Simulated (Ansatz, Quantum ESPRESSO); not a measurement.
# Rh(111), 5 layers against a metal electrode: the electrode's level over the Fermi level at a withheld member of a series

How the rows were computed: Quantum ESPRESSO 7.5, PBE, GBRV ultrasoft. The slab is relaxed neutral, then held. ESM with bc3: vacuum below and a metal electrode about 6 Å above the top atoms. Cold smearing of 0.02 Ry. Charges are set per cell from the starting area. The slabs take the lattice constants of the bulk relaxed by the same program. The series steps the charge of the slab (positive: electrons removed).

```tsv
charge of the slab	electrode's level over the Fermi level (eV)
1 ×10¹³ e/cm²	5.950
2 ×10¹³ e/cm²	6.750
3 ×10¹³ e/cm²	7.555
4.5 ×10¹³ e/cm²	8.769
7 ×10¹³ e/cm²	10.814
8 ×10¹³ e/cm²	11.638
```

One more run was made and is withheld. What is the electrode's level over the Fermi level at 6 ×10¹³ e/cm²?

**Worked estimate.** The rows at 4.5 ×10¹³ e/cm² and 7 ×10¹³ e/cm² give a slope of (10.814 − (8.769))/(7 − (4.5)) = 0.818, so a straight line gives 9.996 eV. A parabola through these and the row at 3 ×10¹³ e/cm² gives 9.993 eV.

What the calculation gave: 9.993 eV. The line misses by +0.003 and the parabola by 0.000 eV. Both misses are under 5 % of the step from the nearer row.

Caveats: Vacuum fills the gap; ions don't answer the charge; added electrons can spill towards the electrode at the most negative charges. Charges count on the starting cell, which the relaxation changed by some per cent. Members without a usable value, or on the other side of zero field or charge, are not listed.

[Logs are printed without paths, hosts, clocks, repeated set-up lines and the standing remarks that a program may print on its own settings, such as how far it seeks lower states.]
